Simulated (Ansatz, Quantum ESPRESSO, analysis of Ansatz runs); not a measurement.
# Do two programs agree on a hop of F in Li2SnF6 (P-31m)? (Ansatz and Quantum ESPRESSO), part 2 of 2

Aim: the barrier of one jump in Li2SnF6 (P-31m) (V_F hop (2.8 Å), charge +1) from two independent programs, on a cell of 72 host atoms with 1 F taken out. The second starts from the first's relaxed ends and band.

Ansatz and Quantum ESPRESSO ; two programs on one path.

So far. Step 2 (The band in Ansatz): The band met its tolerance of 0.04 eV/Å after 8 iterations, with image 3 on top (the start counts as 0). F71, which moves farthest between the ends, has 2 Li at 1.97 to 2.02 Å and 1 Sn at 2.00 Å nearest at the start and 1 Li at 1.94 Å at the top.

## 3. The band in Quantum ESPRESSO

Level of this step: Quantum ESPRESSO plane-wave DFT, PBEsol, GBRV 1.5 PBEsol potentials; nudged elastic band between two relaxed defect structures at fixed charge in a uniform background (Quantum ESPRESSO).

5 movable images are laid between the ends on the band that Ansatz converged, shifted to this program's ends. Each image feels the true force across the path and a spring force along it. The highest image is set to climb to the top of the path.

Method: Quantum ESPRESSO plane-wave DFT, PBEsol, GBRV 1.5 PBEsol potentials, at one point at (¼, ¼, ¼).

neb.in reads:

```
BEGIN
BEGIN_PATH_INPUT
&PATH
  restart_mode = 'from_scratch'
  string_method = 'neb'
  nstep_path = 45
  ds = 1.5
  opt_scheme = 'broyden'
  num_of_images = 7
  k_max = 0.3
  k_min = 0.2
  CI_scheme = 'auto'
  path_thr = 0.05
/
END_PATH_INPUT
BEGIN_ENGINE_INPUT
&CONTROL
  prefix = 'pwscf'
  outdir = './tmp'
  pseudo_dir = './pseudo'
  disk_io = 'low'
/
&SYSTEM
  ibrav = 0
  nat = 71
  ntyp = 3
  ecutwfc = 40
  ecutrho = 324
  nbnd = 248
  occupations = 'fixed'
  tot_charge = 1
  nosym = .true.
/
&ELECTRONS
  conv_thr = 7d-08
  electron_maxstep = 100
  mixing_beta = 0.5
/
ATOMIC_SPECIES
Li     6.9400 li_pbesol_v1.4.uspp.F.UPF
Sn   118.7100 sn_pbesol_v1.4.uspp.F.UPF
F     18.9984 f_pbesol_v1.4.uspp.F.UPF
CELL_PARAMETERS angstrom
   9.9260037714    0.0000000584    0.0000000000
  -4.9630019362    8.5961713948    0.0000000000
   0.0000000000    0.0000000000    9.1294055886
BEGIN_POSITIONS
FIRST_IMAGE
ATOMIC_POSITIONS crystal
Li     0.3308667702    0.1631172361    0.2472861249
Li     0.1634511321    0.3340456328    0.2481166751
Sn    -0.0026496945   -0.0019500187    0.0015996493
F      0.1624643030    0.1640859569    0.1251076803
F      0.3417863194    0.3424877013    0.3814926064
F      0.3379341918    0.0024906451    0.1297913066
F      0.1628084133    0.0018189368    0.3743816835
F      0.0015701693    0.3377335673    0.1260130942
F      0.0003239330    0.1629310019    0.3728224342
Li     0.3285710827    0.1645415639    0.7507362914
Li     0.1449580023    0.3155637114    0.7675656789
Sn    -0.0017733160   -0.0003449897    0.5003455151
F      0.1595619826    0.1660319214    0.6281144422
F      0.3346965842    0.3424084625    0.8639090811
F      0.3358937863    0.0024046811    0.6264842277
F      0.1602804079    0.0023773118    0.8720518067
F      0.0037794168    0.3389147773    0.6287594942
F     -0.0109281094    0.1582330525    0.8771822037
Li     0.3294836639    0.6661291119    0.2481684583
Li     0.1695903263    0.8346405653    0.2520995971
Sn     0.0019628699    0.5000967485   -0.0017067989
F      0.1639945140    0.6624995134    0.1259417493
F      0.3374499019    0.8371555575    0.3729094730
F      0.3362219597    0.5001018538    0.1270687352
F      0.1687091739    0.5000278126    0.3800318471
F      0.0032562188    0.8371139532    0.1260839635
F      0.0051739182    0.6642189772    0.3725360052
Li     0.3294533342    0.6845603357    0.7676277688
Li     0.1637754579    0.8368650505    0.7475921294
Sn     0.0006504076    0.5000487746    0.5003112413
F      0.1649952663    0.6612020529    0.6287042461
F      0.3309398101    0.8420212911    0.8770862425
F      0.1659598852    0.5000486282    0.8713775459
F     -0.0026155637    0.8363346742    0.6275287488
F      0.0013997909    0.6628272217    0.8712747649
Li     0.8349766967    0.1654564363    0.2519980279
Li     0.6728940153    0.3282355953    0.2379019908
Sn     0.4993493858    0.0021959175    0.0015572813
F      0.6662481954    0.1631088382    0.1260206414
F      0.8409621295    0.3358676917    0.3725728733
F      0.8355656812   -0.0022843681    0.1297694847
F      0.6610563836   -0.0017293430    0.3743512983
F      0.4966772319    0.3383905729    0.1270311022
F      0.5020250019    0.1674774184    0.3748288133
Li     0.8269093107    0.1633468594    0.7477346227
Li     0.6689711985    0.3327730971    0.7562264495
Sn     0.4986930187    0.0005047251    0.5003402387
F      0.6611666617    0.1639172783    0.6274572883
F      0.8386308025    0.3374067619    0.8712749346
F      0.8336267326   -0.0021769171    0.6265712924
F      0.6579694817   -0.0021627033    0.8720492602
F      0.4977199502    0.3433300021    0.6255712407
F      0.4992967980    0.1661339678    0.8754163294
Li     0.8446836932    0.6718889642    0.2378471395
Li     0.6678020265    0.8370250548    0.2470277316
Sn     0.4970834262    0.5000669712   -0.0027634810
F      0.6583992982    0.6618275019    0.1269513739
F      0.8345918876    0.8326259687    0.3748840261
F      0.8376967191    0.5001112172    0.1217169140
F      0.6885912307    0.5000740379    0.3571947337
F      0.4984397411    0.8361731555    0.1250822940
F      0.4993227797    0.6575840746    0.3814095329
Li     0.8364155789    0.6675156292    0.7564207690
Li     0.6641616451    0.8356537189    0.7508054598
Sn     0.5304694258    0.5000780624    0.4790722428
F      0.6543916809    0.6568289550    0.6255783053
F      0.8333198870    0.8341200804    0.8754722850
F      0.8338603985    0.5001362256    0.6231568669
F      0.6611624614    0.5001178881    0.8725047705
F      0.4936708290    0.8342132214    0.6281923358
F      0.4923191444    0.6577215374    0.8639161020
INTERMEDIATE_IMAGE
ATOMIC_POSITIONS crystal
Li     0.3315109907    0.1625575857    0.2459833388
Li     0.1640141586    0.3349407018    0.2486557436
[... 69 atom lines left out ...]
INTERMEDIATE_IMAGE
ATOMIC_POSITIONS crystal
Li     0.3325814212    0.1618940064    0.2451625111
Li     0.1641921821    0.3350854579    0.2495754070
[... 69 atom lines left out ...]
INTERMEDIATE_IMAGE
ATOMIC_POSITIONS crystal
Li     0.3325709139    0.1607804092    0.2469096098
Li     0.1638837541    0.3343496782    0.2516864295
[... 69 atom lines left out ...]
INTERMEDIATE_IMAGE
ATOMIC_POSITIONS crystal
Li     0.3307582037    0.1585733152    0.2518607833
Li     0.1637867962    0.3337302162    0.2537207755
[... 69 atom lines left out ...]
INTERMEDIATE_IMAGE
ATOMIC_POSITIONS crystal
Li     0.3295120738    0.1575012744    0.2574704569
Li     0.1635790506    0.3332513780    0.2536638253
[... 69 atom lines left out ...]
LAST_IMAGE
ATOMIC_POSITIONS crystal
Li     0.3292211209    0.1556281965    0.2596504215
Li     0.1641464218    0.3326919073    0.2504509459
[... 8 atom lines left out ...]
Li     0.1653491591    0.3361863658    0.7465344681
[... 2 atom lines left out ...]
F      0.3444560594    0.3463826997    0.8721236848
[... 13 atom lines left out ...]
Li     0.3169536790    0.6709574081    0.7292533761
[... 4 atom lines left out ...]
F      0.1669072990    0.5066813163    0.8693461407
[... 18 atom lines left out ...]
F      0.5011238714    0.3391727331    0.6250814174
[... 3 atom lines left out ...]
Sn     0.5010907105    0.4701991652    0.0187763600
[... 7 atom lines left out ...]
Li     0.6853130911    0.8550857952    0.7293071926
Sn     0.5011064281    0.5031604231    0.5002421353
F      0.6588798098    0.6657030741    0.6333949119
[... 2 atom lines left out ...]
F      0.6576542315    0.5030275500    0.8720365745
F      0.5011461683    0.8343730099    0.6258827989
F      0.3433913790    0.5079472922    0.6334767056
END_POSITIONS
K_POINTS crystal
1
0.25 0.25 0.25 1.0
END_ENGINE_INPUT
END
```

Launch:

```console
OMP_NUM_THREADS=1 mpirun -n 16 neb.x -ni 4 -inp neb.in > neb.out
```

Log:

```text
[shortened: banners, details of potentials and solvers, and blank lines are left out]
     path-images division:  nimage    =       4
     initial path length           =  6.6192 bohr
     initial inter-image distance  =  1.1032 bohr
     string_method                 =    neb
     restart_mode                  =    from_scratch
     opt_scheme                    =    broyden
     num_of_images                 =    7
     nstep_path                    =    45
     CI_scheme                     =    auto
     first_last_opt                =    F
     use_freezing                  =    F
     ds                            =    1.5000 a.u.
     k_max                         =    0.3000 a.u.
     k_min                         =    0.2000 a.u.
     path_thr                      =    0.0500 eV / A
     ------------------------------ iteration   1 ------------------------------
     activation energy (->) =   0.838412 eV
     activation energy (<-) =   0.838579 eV
     image        energy (eV)        error (eV/A)        frozen
         1     -51545.3218135            0.008944            T
         2     -51545.1836649            0.517907            F
         3     -51544.8231346            0.989133            F
         4     -51544.4834011            0.054562            F
         5     -51544.8253465            0.997107            F
         6     -51545.1844658            0.505117            F
         7     -51545.3219801            0.006343            T
     climbing image =  4
     path length          =  6.619 bohr
[...]
------------------------------ iteration   5 ------------------------------
     activation energy (->) =   0.837725 eV
     activation energy (<-) =   0.837891 eV
     image        energy (eV)        error (eV/A)        frozen
         1     -51545.3218135            0.008944            T
         2     -51545.1321457            0.028134            F
         3     -51544.7486520            0.040468            F
         4     -51544.4840888            0.009516            F
         5     -51544.7501976            0.043478            F
         6     -51545.1328301            0.024967            F
         7     -51545.3219801            0.006343            T
     climbing image =  4
     path length          =  6.589 bohr
[...]
neb: convergence achieved in   5 iterations
   JOB DONE.
```

It took 19 min on 16 MPI ranks of Arm Neoverse V2, shared host; peak memory 8.1 GiB; 5 h of CPU time.

The band met its tolerance of 0.05 eV/Å after 5 iterations, with image 3 on top (the start counts as 0). F71, which moves farthest between the ends, has 2 Li at 1.97 to 2.02 Å and 1 Sn at 2.00 Å nearest at the start and 1 Li at 1.94 Å at the top.

## 4. Side by side

```csv
program,top over the start (eV),over the end (eV),hop length (Å),movable images,iterations,time
Ansatz,0.837,0.837,2.57,5,8,3.1 min
Quantum ESPRESSO,0.838,0.838,2.57,5,5,19 min
```

Path length (Å) and energy (eV from the start) of each image:

| image | Ansatz, length | Ansatz, energy | Quantum ESPRESSO, length | Quantum ESPRESSO, energy |
| --- | --- | --- | --- | --- |
| 0 | 0.00 | 0.000 | 0.00 | 0.000 |
| 1 | 0.58 | 0.136 | 0.68 | 0.190 |
| 2 | 1.16 | 0.494 | 1.26 | 0.573 |
| 3 | 1.75 | 0.837 | 1.74 | 0.838 |
| 4 | 2.33 | 0.497 | 2.23 | 0.572 |
| 5 | 2.92 | 0.137 | 2.80 | 0.189 |
| 6 | 3.51 | 0.000 | 3.49 | 0.000 |

## 5. What came out

| Item | Value |
| --- | --- |
| top over the start, Ansatz | 0.837 eV |
| top over the start, Quantum ESPRESSO | 0.838 eV |
| difference | 0.001 eV |

What this shows: The tops lie 0.837 and 0.838 eV above the starts, the same within 5 meV. At the top the nearest neighbour of F71 is Li at 1.94 Å in Ansatz and Li at 1.94 Å in Quantum ESPRESSO. No image-charge correction is applied. Both use the same single k-point, so agreement says nothing of the sampling error. The order of the top as a saddle was not checked for all atoms, so a bent path could be lower. The second band began on the first's path, so iterations and times don't compare, and both may miss the same lower path. Limits: one k-point off the zone centre stands for the whole zone; spin–orbit coupling, which can matter with heavy atoms, is left out.

[Long decimals in the printed logs are rounded to 6 places.]

[Repeated set-up lines and some long k-point lines are left out of the logs, and relaxed atomic positions are cut to six decimals.]

[Logs are printed without paths, hosts, clocks, repeated set-up lines and the standing remarks that a program may print on its own settings, such as how far it seeks lower states.]

[Hosts, paths, dates, database ids (printed as entryN), source tags and the programs' standing remarks are cut or masked in the printed files.]
